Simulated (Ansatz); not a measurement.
## RbH3Pb (model cell, started as cubic perovskite with Pb in the octahedra): following an unstable mode

Which phase does RbH3Pb (model cell, started as cubic perovskite with Pb in the octahedra) fall into along its unstable mode, and how much energy does it gain?

Program: Ansatz 0.2.0. Level of theory: DFT PBEsol, scalar-relativistic, plane waves, PAW; PAW set soft_1. Results are calculated unless marked as measured.

The structure was built from a prototype and need not be the compound's stable phase.

### Step 1. The starting structure

It takes space group Pm-3m (No. 221, cubic). Conventional cell: a = 4.513 Å, b = 4.513 Å, c = 4.513 Å, α = 90.00°, β = 90.00°, γ = 90.00°. Nearest to Rb lie 12 H at 3.19 Å. Pb has 6 H at 2.26 Å nearest. H has 2 Pb at 2.26 Å and 8 H at 3.19 Å and 4 Rb at 3.19 Å nearest. Farther neighbours are not listed.

As a file:

```cif
data_structure
_symmetry_space_group_name_H-M 'Pm-3m'
_symmetry_Int_Tables_number 221
_cell_length_a 4.5128
_cell_length_b 4.5128
_cell_length_c 4.5128
_cell_angle_alpha 90.000
_cell_angle_beta 90.000
_cell_angle_gamma 90.000
_cell_volume 91.91
loop_
_atom_site_label
_atom_site_type_symbol
_atom_site_symmetry_multiplicity
_atom_site_Wyckoff_symbol
_atom_site_fract_x
_atom_site_fract_y
_atom_site_fract_z
_atom_site_occupancy
Rb1 Rb 1 a 0.00000 0.00000 0.00000 1
Pb1 Pb 1 b 0.50000 0.50000 0.50000 1
H1 H 3 c 0.50000 0.50000 0.00000 1
```

### Step 2. Response at finite wavevector

The cell comes from relaxations at this level that are not shown. Stability and thermal properties need the whole zone. Linear response on a 4×4×4 q mesh gives force constants as far as a supercell of that size would.

input.yaml reads:

```yaml
crystal:
  lattice:
    - [4.5128424719, 0.0, 0.0]
    - [0.0, 4.5128424719, 0.0]
    - [0.0, 0.0, 4.5128424719]
  atoms:
    - { symbol: Rb, position: [0.0, 0.0, 0.0] }
    - { symbol: Pb, position: [0.5, 0.5, 0.5] }
    - { symbol: H, position: [0.5, 0.5, 0.0] }
    - { symbol: H, position: [0.5, 0.0, 0.5] }
    - { symbol: H, position: [0.0, 0.5, 0.5] }
kpoints:
  mp_grid: { grid: [8, 8, 8] }
hamiltonian:
  xc: pbesol
  pseudopotentials: { kind: paw, azcp: { folder: soft_1 }, xc_functional: pbe }
scf:
  occupations: { method: methfessel_paxton, width: 0.2 }
output:
  eigenvalues: true
phonons:
  method: dfpt
  qmesh: [4, 4, 4]
  temperatures: { t_max: 1000, t_step: 50 }
  qpath:
    path:
      - [[0.0, 0.0, 0.0], [0.0, 0.5, 0.0], [0.5, 0.5, 0.0], [0.0, 0.0, 0.0], [0.5, 0.5, 0.5], [0.0, 0.5, 0.0]]
      - [[0.5, 0.5, 0.5], [0.5, 0.5, 0.0]]
    npoints: 10
```

On the command line:

```
> ansatz run input.yaml --threads 4 --pin off --max-ram 16384MiB --backend cpu --events-out ev --progress --plain --runs-dir out
```

Numbers of over 12 decimals in the logs are rounded to 6 here.

The log of the run:

```text
Engine: ansatz 0.2.0, aarch64-unknown-linux-gnu
Pseudopotentials: kind: paw
Pseudopotential: Rb, paw, valence charge 9, recommended cutoff 420 eV (normal), soft_1/Rb.paw.azcp
Pseudopotential: Pb, paw, valence charge 14, recommended cutoff 420 eV (normal), soft_1/Pb.paw.azcp
Pseudopotential: H, paw, valence charge 1, recommended cutoff 420 eV (normal), soft_1/H.paw.azcp
Functional definition: PBEsol
  exchange = pbesol_x
  correlation = pbesol_c
Crystal: 5 atoms, lattice volume = 91.907 Å³
Basis set: ecut = 420 eV, 1791 PW (Γ), exchange–correlation on 64×64×64 points (8 copies of the dense FFT grid, shifted against one another)
Bands: 18, of which v1, the nominal top of the filled ones, is band 13 counted from 1 (12 counted from 0)
Symmetry: 48 space group operations
k-points: 35 of 512
Non-local potential: Rb, projectors of the file, l = 0: 3, l = 1: 2, l = 2: 2
Non-local potential: Pb, projectors of the file, l = 0: 2, l = 1: 2, l = 2: 2, l = 3: 1
Non-local potential: H, projectors of the file, l = 0: 2, l = 1: 1
PAW form: soft (Blöchl's): semilocal exchange-correlation on the pseudo side does not see the compensation charge
PAW frozen core: Rb, regenerated for the run's functional, and the local potential with it (the file was generated under x = pbe(κ = 0.804, μ = 0.219515), c = pbe(β = 0.066725))
PAW frozen core: Pb, regenerated for the run's functional, and the local potential with it (the file was generated under x = pbe(κ = 0.804, μ = 0.219515), c = pbe(β = 0.066725))
PAW one-centre angular grid: Rb, 110 points (default); XC on 64 Gauss nodes
PAW one-centre angular grid: Pb, 590 points (default); XC on 64 Gauss nodes
PAW one-centre angular grid: H, 110 points (default); XC on 64 Gauss nodes
Initial density: superposition of atomic densities (chi_scale 0.1, normalization cell, long waves kept (reshape's long-wave potential 0.00 eV rms))
Initial wavefunctions: pseudopotential atomic-orbital guess
Functional: x = pbesol(κ = 0.804, μ = 0.123457), c = pbesol(β = 0.046)
SCF iter   1: F=—  HF=-15022.099648 eV  |F-HF|=—  |Δ(HF+E_count)|=         —  Δρ=5.02e-2  dr2=3.49e0  ethr=3.10e-3  ⟨swp⟩=6.0  Hψ=3668  notcnv=0
preconditioner: auto → Kerker (q_TF=auto, 2.211 Å⁻¹)  [metal: Δε(μ)=0.085 eV  Ē_g=13.865 eV  σ=0.200 eV  W_gap=0.33  n_scr=18 (ndim 8)  ℏωp=19.0 eV  f_vac=0.000  D(μ)=0.47/eV (n_scr^D=0)]
SCF iter   2: F=—  HF=-15021.087629 eV  |F-HF|=—  |Δ(HF+E_count)|=    1.01e0  S|Δr|=    0.00e0  Δρ=2.50e-2  dr2=1.04e0  ethr=3.10e-3  ⟨swp⟩=2.8  Hψ=1531  notcnv=0  defer=15
preconditioner: auto → Resta (q_TF=auto, 2.211 Å⁻¹)  ε∞=2.7  [insulator: Δε(μ)=0.130 eV  Ē_g=14.364 eV  σ=0.200 eV  W_gap=0.51  n_scr=18 (ndim 8)  ℏωp=19.0 eV  f_vac=0.000  D(μ)=0.46/eV (n_scr^D=0)  ε∞_Penn≈2.7]
SCF iter   3: F=—  HF=-15020.667199 eV  |F-HF|=—  |Δ(HF+E_count)|=   4.20e-1  S|Δr|=    0.00e0  Δρ=4.69e-3  dr2=2.31e-2  ethr=3.10e-3  ⟨swp⟩=3.3  Hψ=1363  notcnv=0  defer=15
SCF iter   4: F=—  HF=-15020.666025 eV  |F-HF|=—  |Δ(HF+E_count)|=   1.17e-3  S|Δr|=    0.00e0  Δρ=1.15e-3  dr2=8.97e-4  ethr=8.88e-5  ⟨swp⟩=2.5  Hψ=1296  notcnv=0  defer=16
SCF iter   5: F=—  HF=-15020.666096 eV  |F-HF|=—  |Δ(HF+E_count)|=   7.17e-5  S|Δr|=    0.00e0  Δρ=1.95e-4  dr2=3.72e-5  ethr=3.45e-6  ⟨swp⟩=2.0  Hψ=1029  notcnv=0  defer=16
SCF iter   6: F=—  HF=-15020.666139 eV  |F-HF|=—  |Δ(HF+E_count)|=   4.27e-5  S|Δr|=    0.00e0  Δρ=3.83e-5  dr2=1.23e-6  ethr=1.43e-7  ⟨swp⟩=2.7  Hψ=1028  notcnv=0  defer=16
SCF iter   7: F=—  HF=-15020.666144 eV  |F-HF|=—  |Δ(HF+E_count)|=   5.45e-6  S|Δr|=    0.00e0  Δρ=5.18e-6  dr2=3.36e-8  ethr=4.75e-9  ⟨swp⟩=2.3  Hψ=1054  notcnv=0  defer=16
SCF iter   8: F=—  HF=-15020.666144 eV  |F-HF|=—  |Δ(HF+E_count)|=   3.70e-8  S|Δr|=    0.00e0  Δρ=1.61e-6  dr2=2.97e-9  ethr=1.29e-10  ⟨swp⟩=2.9  Hψ=1101  notcnv=0  defer=16
SCF iter   9: F=—  HF=-15020.666144 eV  |F-HF|=—  |Δ(HF+E_count)|=   2.03e-9  S|Δr|=    0.00e0  Δρ=2.79e-7  dr2=4.53e-11  ethr=1.14e-11  ⟨swp⟩=2.5  Hψ=1036  notcnv=0  defer=16
SCF iter  10: F=-15020.666144 eV  HF=-15020.666144 eV  |F-HF|=0.00e0  |Δ(HF+E_count)|=  1.82e-12  S|Δr|=    0.00e0  Δρ=5.47e-8  dr2=2.07e-12  ethr=1.00e-12  ⟨swp⟩=11.1  Hψ=3869  notcnv=0
SCF 1 converged in 10 iterations: F = -15020.666144 eV  dr2 = 2.07e-12
  greatest PAW one-centre occupation: 0.980 electrons in one spin orbital (limit 2), on the Pb atom at site 1 (counted from 0), in its partial waves of l = 2
Initial density: read from a saved state, or passed on in memory by an earlier SCF of this step, an earlier step, the calling program or the single point that the run made first
iter 1 solved again at ethr=3.84e-7 eV; its pass at ethr=3.10e-3 eV (dr2=9.98e-5 eV) is discarded
SCF iter   1: F=—  HF=-15020.666142 eV  |F-HF|=—  |Δ(HF+E_count)|=         —  Δρ=5.89e-7  dr2=1.55e-10  ethr=3.84e-7  ⟨swp⟩=3.4  Hψ=5332  notcnv=0
eigensolver tolerance schedule: the retry pair's looser diagonalisation over-reported the residual by 645062.26 of it (diagonalisation noise at an unbounded share of the residual, at the tolerance the schedule requests for it); recorded, not acted on — ethr = c·dr2/N_el stays at c = 1.0e-1
preconditioner: auto → Resta (q_TF=auto, 2.211 Å⁻¹)  ε∞=2.6  [insulator: Δε(μ)=0.164 eV  Ē_g=15.009 eV  σ=0.200 eV  W_gap=0.55  n_scr=18 (ndim 8)  ℏωp=19.0 eV  f_vac=0.001  D(μ)=0.74/eV (n_scr^D=0)  ε∞_Penn≈2.6]
SCF iter   2: F=—  HF=-15020.666144 eV  |F-HF|=—  |Δ(HF+E_count)|=   2.92e-6  S|Δr|=    0.00e0  Δρ=2.83e-7  dr2=3.76e-11  ethr=1.00e-12  ⟨swp⟩=4.5  Hψ=2030  notcnv=0
SCF iter   3: F=—  HF=-15020.666144 eV  |F-HF|=—  |Δ(HF+E_count)|=  3.64e-12  S|Δr|=    0.00e0  Δρ=1.83e-7  dr2=1.49e-11  ethr=1.00e-12  ⟨swp⟩=4.7  Hψ=2059  notcnv=0
SCF iter   4: F=-15020.666144 eV  HF=-15020.666144 eV  |F-HF|=0.00e0  |Δ(HF+E_count)|=  3.64e-12  S|Δr|=    0.00e0  Δρ=8.59e-8  dr2=3.13e-12  ethr=1.00e-12  ⟨swp⟩=2.0  Hψ=1205  notcnv=0
SCF 2 converged in 4 iterations: F = -15020.666144 eV  dr2 = 3.13e-12
phonons: the bands overlap, so this run is a metal and interpolates without the dipole-dipole term. If the crystal is really an insulator or semiconductor, its LO-TO splitting is missing
NSCF: frozen V_eff on 35 k-points
NSCF: frozen V_eff on 125 k-points
DFPT response loops at q = (0, 0, 0) (fractional): preconditioner auto → Kerker (q_TF=auto, 2.211 Å⁻¹) (partly filled bands, converged f_vac=0.001); β = 1.00, the filter's whole step (`scf.mixing.beta` (0.50) is not read by the response loops under this deck's `scf.mixing.preconditioner`; to damp them name `kerker` or `kerker_dos`, under which they read `scf.mixing.beta`, and type it under 1.00, their step now; both keys bind the ground state too); Broyden in place of MSR1
NSCF: frozen V_eff on 400 k-points
DFPT response loops at q = (0, 0, 0.25) (fractional): mixed as the last ones told, above
NSCF: frozen V_eff on 250 k-points
DFPT response loops at q = (0, 0, -0.5) (fractional): mixed as the last ones told, above
NSCF: frozen V_eff on 640 k-points
DFPT response loops at q = (0, 0.25, 0.25) (fractional): mixed as the last ones told, above
NSCF: frozen V_eff on 400 k-points
DFPT response loops at q = (0, 0.25, -0.5) (fractional): mixed as the last ones told, above
NSCF: frozen V_eff on 250 k-points
DFPT response loops at q = (0, -0.5, -0.5) (fractional): mixed as the last ones told, above
NSCF: frozen V_eff on 1024 k-points
DFPT response loops at q = (0.25, 0.25, 0.25) (fractional): mixed as the last ones told, above
NSCF: frozen V_eff on 640 k-points
DFPT response loops at q = (0.25, 0.25, -0.5) (fractional): mixed as the last ones told, above
NSCF: frozen V_eff on 400 k-points
DFPT response loops at q = (0.25, -0.5, -0.5) (fractional): mixed as the last ones told, above
NSCF: frozen V_eff on 250 k-points
DFPT response loops at q = (-0.5, -0.5, -0.5) (fractional): mixed as the last ones told, above
SCF converged after 10 iterations
Stability not checked: this state was not tested for a lower state beside it, because cold or Methfessel-Paxton smearing, or corrected tetrahedra, fill the levels in a way that the test cannot read (fill_not_monotonic; see scf.lower_state_search)
Free energy (F): -15020.666144 eV
Harris-Foulkes:  -15020.666144 eV  (|F-HF|=0.00e0)
Internal energy: -15020.667695 eV  (E = F + TS)
E sigma→0 (E₀):  -15020.666532 eV
Entropy (-TS):   0.001551 eV (0.310 meV/atom)
Fermi energy:    6.512092 eV
--- Per-component energies (eV) ---
  E_band       = -175.364632
  E_kinetic    = 511.764057
  E_local      = -1831.810306  (includes V_loc(G=0)·N_el)
  E_nonlocal   = 497.859881
  E_hartree    = 629.866910
  E_xc         = -352.751556
  E_vxc        = -300.248205  (∫ρ·V_xc dr)
  E_paw        = -12817.288999  (= ΣΔE_a)
  E_vpaw       = -312.661535  (= ΣTr[D̂ρ^β])
  E_aug_tail   = -0.002389  (compensation charges beyond the density's cutoff)
  E_ewald      = -1658.491135
  E_core_change = 0.185841  (= ΣΔE_core)
  E_smearing   = 0.001551  (= −TS)
  E_closure    = -0.000000  (closes the sum)
  Σ components = -15020.666144   (vs F -15020.666144, Δ=0.00e0)
--- Band table (eV; the first three rows and the last of 35) ---
  k-point 0: bands = [... 9 lower, -4.0322, 3.9634, 3.9634, 6.6549, 6.6549, 6.6549, 6.7397, 11.1505, ... 1 higher]
  k-point 1: bands = [... 9 lower, -3.9116, 3.3706, 4.0041, 5.9859, 6.6506, 6.6506, 8.2961, 10.7403, ... 1 higher]
  k-point 2: bands = [... 9 lower, -3.6101, 2.2205, 4.1088, 6.0678, 6.6359, 6.6359, 9.9450, 9.9986, ... 1 higher]
  k-point 34: bands = [... 9 lower, -1.9725, 1.2865, 1.2865, 1.2865, 9.6185, 9.6185, 9.6185, 12.6175, ... 1 higher]
--- Phonons (Γ-DFPT): 4 representative perturbations + reference (Σ response iterations 13) ---
  ASR residual: 4.909e-5 → 0.000e0 eV/Å²; symmetrization residual: 2.852e-6 eV/Å²
  ASR residual per site (eV/Å²): 1.62e-5 4.91e-5 6.14e-6 6.14e-6 6.14e-6
  Γ frequencies (cm⁻¹): -957.65 -957.65 -957.65 0.00 0.00 0.00 59.69 59.69 59.69 327.73 327.73 327.73 424.99 424.99 424.99
--- Phonons (arbitrary-q DFPT): 10 irreducible q on the 4×4×4 mesh ---
  q = [0.0000, 0.0000, 0.0000] (star 1, of the zone-centre solve; hermiticity 1.76e-6, symmetrization 5.89e-12): -957.65 -957.65 -957.65 -0.00 0.00 0.00 59.69 59.69 59.69 327.73 327.73 327.73 424.99 424.99 424.99
  q = [0.0000, 0.0000, 0.2500] (star 6, 9 solved perturbations in 1560 linear systems a pass and spin channel, the states on 200 of 512 k-point pairs; hermiticity 1.13e-6, symmetrization 2.80e-12): -910.05 -910.05 22.96 22.96 41.57 56.20 56.20 67.44 370.11 370.11 420.21 420.21 426.86 450.37 919.17
  q = [0.0000, 0.0000, -0.5000] (star 3, 9 solved perturbations in 975 linear systems a pass and spin channel, the states on 125 of 512 k-point pairs; hermiticity 9.20e-7, symmetrization 4.84e-9): -889.66 -889.66 43.20 43.20 46.83 46.83 69.27 69.37 377.03 377.03 403.99 403.99 441.32 483.23 1060.74
  q = [0.0000, 0.2500, 0.2500] (star 12, 9 solved perturbations in 2460 linear systems a pass and spin channel, the states on 320 of 512 k-point pairs; hermiticity 1.08e-6, symmetrization 3.64e-13): -890.02 25.36 32.14 54.07 54.16 62.22 72.85 315.08 384.02 417.33 422.24 436.39 522.35 897.71 939.58
  q = [0.0000, 0.2500, -0.5000] (star 12, 15 solved perturbations on 200 of 512 k-point pairs; hermiticity 9.20e-7, symmetrization 1.50e-9): -893.96 43.00 46.23 46.46 48.16 77.98 78.77 263.05 380.07 402.68 421.96 437.75 563.24 903.66 1069.81
  q = [0.0000, -0.5000, -0.5000] (star 3, 9 solved perturbations in 975 linear systems a pass and spin channel, the states on 125 of 512 k-point pairs; hermiticity 8.92e-7, symmetrization 1.07e-9): -916.05 44.67 44.67 46.05 54.79 89.80 89.80 192.50 382.77 382.77 415.43 415.43 614.23 1002.26 1106.48
  q = [0.2500, 0.2500, 0.2500] (star 8, 4 solved perturbations in 1376 linear systems a pass and spin channel, the states on 512 of 512 k-point pairs; hermiticity 5.00e-7, symmetrization 1.86e-12): 37.65 37.65 46.44 69.68 69.68 72.12 316.86 316.86 320.08 492.64 492.64 525.22 871.97 940.96 940.96
  q = [0.2500, 0.2500, -0.5000] (star 12, 9 solved perturbations in 2460 linear systems a pass and spin channel, the states on 320 of 512 k-point pairs; hermiticity 5.75e-7, symmetrization 1.44e-9): 43.14 46.72 53.11 65.36 80.21 80.26 264.82 265.40 320.73 488.74 525.27 557.54 872.65 943.02 1076.81
  q = [0.2500, -0.5000, -0.5000] (star 6, 9 solved perturbations in 1560 linear systems a pass and spin channel, the states on 200 of 512 k-point pairs; hermiticity 4.81e-7, symmetrization 7.52e-10): 51.32 51.32 52.82 73.57 87.34 87.34 186.03 264.90 264.90 520.75 520.75 589.74 887.11 1039.14 1107.66
  q = [-0.5000, -0.5000, -0.5000] (star 1, 4 solved perturbations in 350 linear systems a pass and spin channel, the states on 125 of 512 k-point pairs; hermiticity 1.65e-7, symmetrization 6.23e-10): 58.87 58.87 58.87 89.49 89.49 89.49 178.55 178.55 178.55 563.73 563.73 563.73 962.60 1109.65 1109.65
  sum rule: each row above includes the acoustic sum rule's correction from the zone centre's row sums; it moved no ω² by more than (1.29 cm⁻¹)²
  mesh force constants: q→R imaginary residual 1.43e-18; ASR residual 4.909e-5 → 0.000e0 eV/Å²; symmetrization residual 5.329e-15 eV/Å²
  interpolated dispersion: 62 rows × 15 modes
  density of states and harmonic sums: on the 16×16×16 q-mesh, interpolated from the force constants of a 4×4×4 supercell (no non-analytic term)
  largest difference from the sums on the solved wave vectors: F 1.45e-2 eV, S 6.25e-6 and C_V 1.25e-5 eV/K
  zero-point energy: 0.295401 eV/cell   skipped modes (ω ≤ 0): 174, of them read as no rigid motion or as one in doubt: 171 (9.653e-1 modes/cell left out, lowest -957.65 cm⁻¹)   left out of the sums: 6.44e-2 of the cell's modes: C_V's classical limit lies that fraction below 3 k_B per atom; for a crystal, a wire or a layer, F and S can be off by more, and a phonons.interpolated_qmesh denser along its periods is the remedy for the sampling
```

The job ended after 9.3 min (4 threads of Arm Neoverse V1, shared host; peak memory 2 GiB).

Numbers from this step:

* volume per atom: 18.38 Å³
* gap on the k-mesh: 0 eV
* sum-rule residual before enforcement: 4.91e-5 eV/Å²
* lowest frequency on the path: -957.7 cm⁻¹
* point group: m-3m
* highest frequency on the path or at a solved wavevector: 1130 cm⁻¹
* highest optical mode at the zone centre (no LO-TO term): 425.0 cm⁻¹
* lowest optical zone-centre mode: -957.6 cm⁻¹
* lowest mode on the q mesh (acoustic modes at Γ apart): -957.6 cm⁻¹

Frequencies (cm⁻¹) solved at each irreducible wavevector; negative means imaginary. Frequencies by wavevector, by row:

```
q in reciprocal lattice units  star  mode 1  mode 2  mode 3  mode 4  mode 13  mode 14  mode 15
                        0 0 0     1  -957.6  -957.6  -957.6       0      425      425      425
                     0 0 0.25     6    -910    -910      23      23    426.9    450.4    919.2
                     0 0 -0.5     3  -889.7  -889.7    43.2    43.2    441.3    483.2     1061
                  0 0.25 0.25    12    -890    25.4    32.1    54.1    522.4    897.7    939.6
                  0 0.25 -0.5    12    -894      43    46.2    46.5    563.2    903.7     1070
                  0 -0.5 -0.5     3    -916    44.7    44.7      46    614.2     1002     1106
               0.25 0.25 0.25     8    37.6    37.6    46.4    69.7      872      941      941
               0.25 0.25 -0.5    12    43.1    46.7    53.1    65.4    872.6      943     1077
               0.25 -0.5 -0.5     6    51.3    51.3    52.8    73.6    887.1     1039     1108
               -0.5 -0.5 -0.5     1    58.9    58.9    58.9    89.5    962.6     1110     1110
```

Interpolated from a 4×4×4 q mesh. Phonon branches along the path, in cm⁻¹:

```
    point  branch 1  branch 2  branch 3  branch 4  branch 12  branch 13  branch 14  branch 15
        Γ      -958      -958      -958         0        328        425        425        425
  halfway      -910      -910        23        23        420        427        450        919
        X      -890      -890        43        43        404        441        483       1061
  halfway      -894        43        46        46        438        563        904       1070
        M      -916        45        45        46        415        614       1002       1106
  halfway      -890        25        32        54        436        522        898        940
        Γ      -958      -958      -958         0        328        425        425        425
  halfway        38        38        46        70        525        872        941        941
        R        59        59        59        90        564        963       1110       1110
  halfway        43        47        53        65        558        873        943       1077
        X      -890      -890        43        43        404        441        483       1061
jump to R        59        59        59        90        564        963       1110       1110
  halfway        51        51        53        74        590        887       1039       1108
        M      -916        45        45        46        415        614       1002       1106
```

Symmetry leaves 10 wavevectors to solve. The lowest mode among them, the acoustic zeros apart, lies at Γ and is imaginary, 957.6i cm⁻¹, so the energy falls along it.

[end of part 1 of 3]

[Logs are printed without paths, hosts, clocks, repeated set-up lines and the standing remarks that a program may print on its own settings, such as how far it seeks lower states.]

[Hosts, paths, dates, database ids (printed as entryN), source tags and the programs' standing remarks are cut or masked in the printed files.]
